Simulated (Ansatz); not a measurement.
# Structural relaxation of random alloy of the hcp Ru-Mo line, x = 0.4375 (64 atoms), part 2 of 3

Aim: bring random alloy of the hcp Ru-Mo line, x = 0.4375 (64 atoms) to a nearby minimum of the energy and see what moves.

Ansatz 0.2.0; Kohn-Sham DFT, PBE, PAW (set soft_2), plane waves.

The cell: 28 Mo and 36 Ru. The host structure and its lattice constant were typed by rule, without a check against the phase diagram.

So far. Step 3 (Cell and atoms relaxed): The relaxation changed the energy by -30.5 meV/atom, and atoms moved by 0.076 Å r.m.s., 0.19 Å at most.

**4. Structure statistics after relaxation**

Bonds before and after, by the cutoffs listed below:

```
 pair  bonds before  bonds after  mean before (Å)  mean after (Å)  spread before (Å)  spread after (Å)
Ru-Ru           121          121            2.736           2.738              0.032             0.035
Ru-Mo           190          190            2.733           2.737              0.028             0.055
Mo-Mo            73           73            2.735           2.803              0.029             0.059
```

Density 11.2 g/cm³, 14.69 Å³ an atom.

Pair distribution functions g(r), in bins of 0.1 Å:

| r (Å) | total | Ru-Ru | Ru-Mo | Mo-Mo |
| --- | --- | --- | --- | --- |
| 2.45 | 0.00 | 0.00 | 0.00 | 0.00 |
| 2.55 | 0.11 | 0.00 | 0.22 | 0.00 |
| 2.65 | 3.34 | 2.90 | 4.81 | 0.27 |
| 2.75 | 12.10 | 14.90 | 11.60 | 9.06 |
| 2.85 | 2.77 | 0.87 | 2.22 | 7.32 |
| 2.95 | 0.21 | 0.00 | 0.00 | 1.12 |
| 3.05 | 0.00 | 0.00 | 0.00 | 0.00 |
| 3.15 | 0.00 | 0.00 | 0.00 | 0.00 |
| 3.25 | 0.00 | 0.00 | 0.00 | 0.00 |
| 3.35 | 0.00 | 0.00 | 0.00 | 0.00 |
| 3.45 | 0.00 | 0.00 | 0.00 | 0.00 |
| 3.55 | 0.00 | 0.00 | 0.00 | 0.00 |
| 3.65 | 0.00 | 0.00 | 0.00 | 0.00 |
| 3.75 | 0.28 | 0.00 | 0.16 | 1.08 |
| 3.85 | 2.75 | 3.78 | 2.20 | 2.45 |
| 3.95 | 1.39 | 1.20 | 1.62 | 1.11 |
| 4.05 | 0.20 | 0.00 | 0.23 | 0.47 |
| 4.15 | 0.04 | 0.00 | 0.00 | 0.22 |
| 4.25 | 0.08 | 0.00 | 0.08 | 0.21 |
| 4.35 | 0.29 | 0.12 | 0.43 | 0.20 |
| 4.45 | 0.54 | 0.99 | 0.37 | 0.20 |
| 4.55 | 0.23 | 0.06 | 0.32 | 0.28 |
| 4.65 | 0.75 | 0.16 | 0.99 | 1.14 |
| 4.75 | 5.52 | 6.73 | 5.32 | 4.05 |
| 4.85 | 2.81 | 1.83 | 3.46 | 2.77 |
| 4.95 | 0.17 | 0.00 | 0.12 | 0.55 |
| 5.05 | 0.14 | 0.00 | 0.17 | 0.30 |
| 5.15 | 1.58 | 1.30 | 1.79 | 1.51 |
| 5.25 | 2.60 | 3.32 | 2.42 | 1.87 |
| 5.35 | 0.78 | 0.28 | 1.04 | 0.94 |
| 5.45 | 0.61 | 0.54 | 0.50 | 1.03 |
| 5.55 | 1.57 | 1.96 | 1.37 | 1.43 |
| 5.65 | 0.13 | 0.00 | 0.14 | 0.30 |
| 5.75 | 0.01 | 0.00 | 0.02 | 0.00 |
| 5.85 | 0.00 | 0.00 | 0.00 | 0.00 |
| 5.95 | 0.01 | 0.00 | 0.00 | 0.05 |
| 6.05 | 0.29 | 0.09 | 0.36 | 0.41 |
| 6.15 | 2.48 | 2.81 | 2.43 | 2.06 |
| 6.25 | 0.85 | 0.62 | 0.99 | 0.83 |
| 6.35 | 0.14 | 0.00 | 0.20 | 0.19 |
| 6.45 | 1.01 | 0.66 | 1.21 | 1.05 |
| 6.55 | 1.78 | 2.26 | 1.73 | 1.11 |
| 6.65 | 0.65 | 0.13 | 0.82 | 1.08 |
| 6.75 | 1.34 | 1.52 | 1.17 | 1.47 |

Neighbours by pair of elements; one cutoff, the widest of the pairs' first minima of g(r), serves all pairs of this metal:

```
pair A-B  cutoff (Å)  bonds  mean length (Å)  spread (Å)  shortest (Å)  B about A  A about B
   Ru-Ru        3.27    121             2.74       0.035          2.65       6.72       6.72
   Ru-Mo        3.27    190             2.74       0.055          2.58       5.28       6.79
   Mo-Mo        3.27     73             2.80       0.059          2.68       5.21       5.21
```

How many atoms have how many bonded neighbours:

| element | mean | 12 |
| --- | --- | --- |
| Mo | 12 | 28 |
| Ru | 12 | 36 |

First main peaks of g(r), for some of the pairs, lie near 2.74 Å (Ru-Ru), 2.74 Å (Ru-Mo) and 2.80 Å (Mo-Mo). With the cutoffs above, all Mo atoms have 12 and all Ru atoms have 12 bonded neighbours.

**5. Single point at the relaxed geometry**

One more single point at the end of the walk gives the fuller output and checks the residual forces.

Input file input.yaml:

```yaml
crystal:
  lattice:
    - [11.07309, -0.03565, -0.0052]
    - [-5.56742, 9.57895, 0.01016]
    - [-0.00418, 0.00703, 8.87876]
  atoms:
    - { symbol: Mo, position: [0.99821, 0.99754, 0.01123] }
    - { symbol: Ru, position: [0.08396, 0.16572, 0.25595] }
    - { symbol: Ru, position: [0.00171, 0.00068, 0.49677] }
    - { symbol: Mo, position: [0.08199, 0.16619, 0.73832] }
    [... 54 atom lines left out ...]
    - { symbol: Mo, position: [0.74906, 0.49813, 0.4821] }
    - { symbol: Mo, position: [0.83666, 0.671, 0.74735] }
    - { symbol: Mo, position: [0.74814, 0.75031, 0.00926] }
    - { symbol: Ru, position: [0.8349, 0.92006, 0.25244] }
    - { symbol: Mo, position: [0.7477, 0.74782, 0.49434] }
    - { symbol: Ru, position: [0.82877, 0.91583, 0.74916] }
kpoints:
  mp_grid: { grid: [2, 2, 2] }
hamiltonian:
  xc: pbe
scf:
  occupations: { method: fermi_dirac, width: 0.1 }
output:
  forces: true
  stress: true
  populations: true
  dos:
    method: { smearing: { sigma: 0.08 } }
    de: 0.05
    projected: { site_lists: { Mo: [Mo], Ru: [Ru] } }
  eigenvalues: true
  write_density: true
  write_potential: true
  volumetric_format: npy
```

Command:

```bash
$ ansatz run input.yaml --threads 9 --pin off --max-ram 76800MiB --backend cuda --events-out ev --progress --plain --runs-dir out
```

Numbers of over 12 decimals in the logs are rounded to 6 here.

The program printed:

```text
[...]
GPU FFT provider: cuFFT
GPU libraries: cuBLAS 13.8.2, cuFFT 12.4.0, cuSOLVER 12.3.4
Crystal: 64 atoms, lattice volume = 939.994 Å³
Basis set: ecut = 420 eV, 18347 PW (Γ), exchange–correlation on 150×150×120 points (8 copies of the dense FFT grid, shifted against one another)
Bands: 581, of which v1, the nominal top of the filled ones, is band 484 counted from 1 (483 counted from 0)
Symmetry: 1 space group operations
[...]
k-points: 8
[...]
GPU buffer pool allocated for 337500 grid points (all kernels)
[...]
SCF iter   1: F=—  HF=-350398.873778 eV  |F-HF|=—  |Δ(HF+E_count)|=         —  Δρ=9.65e-3  dr2=1.60e0  ethr=1.77e-3  ⟨swp⟩=5.0  Hψ=14082  notcnv=0
[...]
SCF iter   8: F=-350398.834433 eV  HF=-350398.834433 eV  |F-HF|=2.56e-9  |Δ(HF+E_count)|=   9.20e-9  Δρ=6.18e-7  dr2=4.93e-9  ethr=1.03e-11  ⟨swp⟩=11.1  Hψ=33544  notcnv=0
SCF 1 converged in 8 iterations: F = -350398.834433 eV  dr2 = 4.93e-9
[...]
SCF converged after 8 iterations
Free energy (F): -350398.834433 eV
[...]
Internal energy: -350396.624540 eV  (E = F + TS)
E sigma→0 (E₀):  -350397.729486 eV
Entropy (-TS):   -2.209893 eV (-34.530 meV/atom)
Fermi energy:    21.740244 eV
[...]
--- Forces (eV/Å), atoms counted from 1 ---
  atom   1  Mo    -0.00007257     0.02371479     0.01966622
  atom   2  Ru    -0.00069812    -0.02118459    -0.02070052
  atom   3  Ru    -0.00589033     0.01177706     0.00931553
  atom   4  Mo     0.00358902    -0.01903321     0.00088348
  atom   5  Ru     0.00520341    -0.00388586    -0.00890012
  atom   6  Mo    -0.00126698     0.00142319    -0.00866547
  atom   7  Ru    -0.00278751     0.00076208     0.01416814
  atom   8  Mo    -0.01028144     0.00424663     0.00322537
  atom   9  Ru     0.00919434    -0.00244394    -0.00925758
  atom  10  Mo     0.00466810    -0.01323455     0.00194196
  atom  11  Mo    -0.00001248     0.00274687    -0.00191255
  atom  12  Ru    -0.00448057     0.00851295     0.00859720
  atom  13  Mo    -0.00325841    -0.00380691    -0.00797081
  atom  14  Ru    -0.01571953     0.00521179     0.00112184
[...]
atom  63  Mo     0.00278728    -0.01275689    -0.00580128
  atom  64  Ru    -0.00775312    -0.00826389     0.01005674
  max |Σ_I F_I| component: 8.12e-6 eV/Å
--- Stress (GPa, compression-positive) ---
        0.011539       0.024224       0.019494
        0.024224      -0.022518      -0.013139
        0.019494      -0.013139      -0.019086
  P = ⅓ Tr σ = -0.0100 GPa (-0.100 kbar)
--- Band table (eV; the first three rows and the last of 8) ---
[...]
--- Löwdin populations: 64 sites ---
  site symbol       q [e]
     0     Mo     13.9016
     1     Ru     15.9375
     2     Ru     15.9239
[...]
63     Ru     15.9247
  spilling = 0.005042 (of n_electrons = 968.000000)
```

Wall time 8.2 s (1 × NVIDIA H100 80GB HBM3 with 9 threads of AMD EPYC 7R13 (Zen 3), shared host); peak memory 2.9 GiB.

That memory is the host's; the program planned up to 30.5 GiB on the GPU.

Numbers from this run:

* free energy: -350398.8344 eV
* free energy per atom: -5474.9818 eV/atom
* SCF cycles: 8
* pressure: -0.01002 GPa
* r.m.s. force component: 0.00921 eV/Å
* longest force: 0.03081 eV/Å
* Fermi energy: 21.74 eV
* levels partly filled by over 2 per cent: 202
* spilling of the projection: 0.005042

Löwdin charges by element (they lack the spilled electrons, 0.076 e an atom on average):

```
element  coordination  atoms  mean charge (e)  spread   least    most
     Mo           all     28           0.0868    0.01  0.0706   0.105
     Ru           all     36           0.0681  0.0067  0.0537  0.0787
```

Density of states as counts of states in windows of 1 eV (from the Fermi level), total and the larger projections:

| from (eV) | to (eV) | total | Ru d | Mo d | Ru s |
| --- | --- | --- | --- | --- | --- |
| -14 | -8 | 0.0 | 0.0 | 0.0 | 0.0 |
| -8 | -7 | 0.3 | 0.0 | 0.0 | 0.1 |
| -7 | -6 | 4.9 | 0.1 | 0.1 | 2.9 |
| -6 | -5 | 34.0 | 16.0 | 7.4 | 6.5 |
| -5 | -4 | 85.1 | 48.1 | 24.0 | 6.5 |
| -4 | -3 | 86.3 | 53.1 | 26.2 | 3.0 |
| -3 | -2 | 72.2 | 45.1 | 22.9 | 1.6 |
| -2 | -1 | 100.1 | 60.0 | 32.4 | 3.0 |
| -1 | 0 | 74.1 | 36.3 | 31.6 | 2.0 |
| 0 | 1 | 56.5 | 26.1 | 24.8 | 2.0 |
| 1 | 2 | 62.9 | 32.5 | 26.5 | 1.3 |

The stored curve holds about 457 of the 968 electrons; the rest, give or take the few that broadening carries across the Fermi level, lie in deeper levels below its range.

The levels nearest the highest filled one (over half full), pooled over k-points and spins:

```csv
level less the highest filled one (eV),occupation
-0.0183,1.10
-0.0128,1.08
-0.0098,1.06
-0.0078,1.05
-0.0027,1.03
0,1.01
0.0041,0.991
0.0045,0.99
0.0079,0.973
0.0128,0.948
0.0156,0.934
0.017,0.928
```

Valence density in the ab plane at fractional z = 0.000, with atoms of Mo and Ru within 0.2 Å of it. It is the smooth field of the valence electrons, not physical close to the nuclei.

Values in units of 1e0 e/Å³, 13 rows by 16 columns, each cell a mean:
```
3.0 0.5 0.7 3.9 3.5 0.7 0.9 5.3 4.0 0.6 1.1 4.2 2.6 0.4 1.0 4.3
0.5 0.4 0.4 0.6 0.5 0.5 0.4 0.6 0.6 0.5 0.4 0.5 0.5 0.5 0.4 0.5
4.2 1.9 0.4 2.3 5.8 2.0 0.4 2.6 6.3 2.1 0.4 2.0 4.4 1.6 0.3 1.5
4.7 1.0 0.9 6.3 6.0 0.9 1.0 6.2 5.4 0.8 0.9 4.9 4.1 0.7 0.7 4.6
0.6 0.4 0.5 1.1 0.6 0.4 0.5 0.9 0.5 0.4 0.5 0.9 0.5 0.3 0.5 1.1
3.9 1.6 0.3 1.2 3.7 1.8 0.4 1.1 3.0 1.4 0.3 0.9 2.6 1.3 0.3 1.2
7.5 1.4 0.7 4.5 5.2 1.2 0.8 4.8 5.3 1.2 0.6 4.4 5.4 1.2 0.8 6.3
1.0 0.3 0.5 1.3 0.7 0.3 0.6 1.8 0.9 0.3 0.6 1.9 1.0 0.3 0.7 2.1
1.9 1.0 0.3 0.6 1.6 0.9 0.3 0.5 1.6 1.1 0.4 0.6 2.0 1.1 0.3 0.6
7.9 1.6 0.7 4.3 5.6 1.3 0.5 3.5 5.9 1.9 0.6 5.3 8.2 1.9 0.7 5.6
2.1 0.4 1.0 3.3 1.7 0.3 0.7 2.8 2.0 0.4 0.9 3.8 2.3 0.4 1.0 4.0
0.8 0.6 0.4 0.4 0.7 0.7 0.4 0.4 0.9 0.7 0.4 0.5 0.9 0.6 0.4 0.4
5.2 1.6 0.4 2.4 5.4 2.2 0.5 3.7 7.5 2.2 0.5 3.4 5.3 1.4 0.4 3.0
```
Columns run along a (11.1 Å), rows up along b (11.1 Å). Atoms in or near the plane, at fractional coordinates: Mo at (0.00, 0.00), Ru at (0.00, 0.25), Ru at (0.00, 0.50), Mo at (0.00, 0.75), Mo at (0.26, 0.00), Mo at (0.25, 0.25), Mo at (0.26, 0.51), Ru at (0.25, 0.75), Ru at (0.50, 0.00), Mo at (0.51, 0.25), Mo at (0.50, 0.50), Ru at (0.50, 0.75), Mo at (0.74, 0.00), Ru at (0.75, 0.25) and more.

Electrostatic potential energy in the ab plane at fractional z = 0.000, with atoms of Mo and Ru within 0.2 Å of it. With pseudopotentials it is smooth inside the atoms' cores, unlike the true potential.

Ten even steps from '0' (-75 eV) to '9' (22 eV), each cell a mean:
```
2589973124899510269974224899731
6899975568999645799986568999755
9999998999999999999999999999989
8889999987899998778999987789999
4358998522699973137999643589997
0158984001699720037996211589962
1479961015999510279984224799741
6899975579999756899986568999854
9999999999999999999999999999988
8789999876799998778999988899999
2258997423589974347999754589996
0059984102699731147997311489950
0489973236998521369985224799730
6999976679998656799986568999855
9999999999999999999998899999999
8889999987899999878999988899999
2258998534799985346999732489986
0159974113799841137996100389850
0489952126999631369984003799720
6999865579999755799986468999754
9999988999999989999999999999999
8789999987899999888999987799999
4468998643589974237998643589986
1269985202589730027995202589852
```
Columns run along a (11.1 Å; values clipped at the 3rd and 97th percentile), rows up along b (11.1 Å). Atoms in or near the plane, at fractional coordinates: Mo at (0.00, 0.00), Ru at (0.00, 0.25), Ru at (0.00, 0.50), Mo at (0.00, 0.75), Mo at (0.26, 0.00), Mo at (0.25, 0.25), Mo at (0.26, 0.51), Ru at (0.25, 0.75), Ru at (0.50, 0.00), Mo at (0.51, 0.25), Mo at (0.50, 0.50), Ru at (0.50, 0.75), Mo at (0.74, 0.00), Ru at (0.75, 0.25) and more.

Mean Löwdin charges: Mo +0.09, Ru +0.07 e (they miss 0.50 % of the electrons, so they add up to more than the cell's charge). Among metals such projection charges depend strongly on the orbitals used and are no measure of ionicity.

The surroundings of Mo10, picked at random, nearest first, numbered as they follow in the input and with coordinates relative to it.

```csv
atom,x,y,z,distance (Å),bonds,Löwdin charge (e)
Mo10,0.00,0.00,0.00,0.00,12,0.10
Mo13,-1.32,0.73,-2.26,2.72,12,0.08
Ru15,-1.37,0.77,2.22,2.72,12,0.06
Ru30,1.41,2.34,-0.01,2.73,12,0.08
Ru31,1.39,0.77,2.22,2.73,12,0.08
Ru29,1.40,0.75,-2.24,2.74,12,0.07
Ru14,-1.40,2.37,0.03,2.75,12,0.07
Ru9,0.02,-1.62,-2.23,2.75,12,0.06
Ru26,2.76,-0.03,-0.02,2.76,12,0.08
Ru54,-1.36,-2.40,-0.01,2.76,12,0.06
Ru58,-2.77,0.00,-0.01,2.77,12,0.06
Mo11,0.03,-1.63,2.25,2.77,12,0.09
Mo6,1.43,-2.44,-0.09,2.83,12,0.07
```

The column of bonds counts only the pairs Ru-Ru within 3.27 Å, Ru-Mo within 3.27 Å, Mo-Mo within 3.27 Å; other neighbours, such as metal atoms beside each other in a compound, aren't counted, and periodic images can show an atom twice.

**6. K-mesh 3×3×3**

Large cells are often run on few k-points; this run checks whether the reference had enough.

input.yaml: that of step 5 with these lines changed.

```diff
@@ -8,3 +8,3 @@
 kpoints:
-  mp_grid: { grid: [2, 2, 2] }
+  mp_grid: { grid: [3, 3, 3] }
 hamiltonian:
@@ -22,4 +22 @@
   eigenvalues: true
-  write_density: true
-  write_potential: true
-  volumetric_format: npy
```

The program printed:

```text
[...]
concurrent solve slots: 7 of 9 are kept, ahead of what memory takes: no pass of the eigensolver takes more rounds on 7
[...]
GPU FFT provider: cuFFT
GPU libraries: cuBLAS 13.8.2, cuFFT 12.4.0, cuSOLVER 12.3.4
Crystal: 64 atoms, lattice volume = 939.994 Å³
Basis set: ecut = 420 eV, 18347 PW (Γ), exchange–correlation on 150×150×120 points (8 copies of the dense FFT grid, shifted against one another)
Bands: 581, of which v1, the nominal top of the filled ones, is band 484 counted from 1 (483 counted from 0)
Symmetry: 1 space group operations
[...]
k-points: 14 of 27 (time reversal used)
[...]
GPU buffer pool allocated for 337500 grid points (all kernels)
[...]
SCF iter   1: F=—  HF=-350398.835297 eV  |F-HF|=—  |Δ(HF+E_count)|=         —  Δρ=9.44e-3  dr2=1.43e0  ethr=1.77e-3  ⟨swp⟩=5.0  Hψ=24631  notcnv=0
[...]
SCF iter   7: F=—  HF=-350398.809844 eV  |F-HF|=—  |Δ(HF+E_count)|=   2.60e-7  Δρ=3.15e-6  dr2=1.22e-7  ethr=3.12e-10  ⟨swp⟩=2.9  Hψ=15014  notcnv=0
SCF iter   8: F=-350398.809844 eV  HF=-350398.809844 eV  |F-HF|=1.92e-9  |Δ(HF+E_count)|=   7.22e-9  Δρ=6.30e-7  dr2=4.47e-9  ethr=1.03e-11  ⟨swp⟩=4.9  Hψ=22942  notcnv=0
SCF 1 converged in 8 iterations: F = -350398.809844 eV  dr2 = 4.47e-9
[...]
SCF converged after 8 iterations
Free energy (F): -350398.809844 eV
[...]
Internal energy: -350396.649567 eV  (E = F + TS)
E sigma→0 (E₀):  -350397.729706 eV
Entropy (-TS):   -2.160276 eV (-33.754 meV/atom)
Fermi energy:    21.719451 eV
[...]
Σ components = -350398.809844   (vs F -350398.809844, Δ=0.00e0)
--- Forces (eV/Å), atoms counted from 1 ---
  atom   1  Mo    -0.03338352    -0.01375635     0.00777348
  atom   2  Ru    -0.03344704     0.02059312    -0.00882506
  atom   3  Ru    -0.01734216     0.00136526     0.00174756
  atom   4  Mo    -0.06081024     0.01705050     0.05626828
[...]
atom  64  Ru    -0.01933936    -0.02557622    -0.02232481
  max |Σ_I F_I| component: 7.04e-6 eV/Å
--- Stress (GPa, compression-positive) ---
        0.296905       0.030995       0.067062
        0.030995       0.117861      -0.016257
        0.067062      -0.016257       0.049447
  P = ⅓ Tr σ = 0.1547 GPa (1.547 kbar)
--- Band table (eV; the first three rows and the last of 14) ---
[...]
--- Löwdin populations: 64 sites ---
  site symbol       q [e]
     0     Mo     13.9014
     1     Ru     15.9349
     2     Ru     15.9289
[...]
63     Ru     15.9243
  spilling = 0.005002 (of n_electrons = 968.000000)
```

Run time: 12 s. Hardware: 1 × NVIDIA H100 80GB HBM3 with 9 threads; peak memory 3.1 GiB.

That memory is the host's; the program planned up to 34 GiB on the GPU.

Geometry and reference: those of the single point at the relaxed geometry.

Forces differ from those of the single point at the relaxed geometry by 43 meV/Å r.m.s.; the energy by +0.38 meV/atom and the pressure by +0.16 GPa. It took 12 s and 8 cycles; the reference's time can't be set against it, since the two runs asked for unlike analyses.

(Continued in part 3 of 3.)

[Logs are printed without paths, hosts, clocks, repeated set-up lines and the standing remarks that a program may print on its own settings, such as how far it seeks lower states.]

[Hosts, paths, dates, database ids (printed as entryN), source tags and the programs' standing remarks are cut or masked in the printed files.]
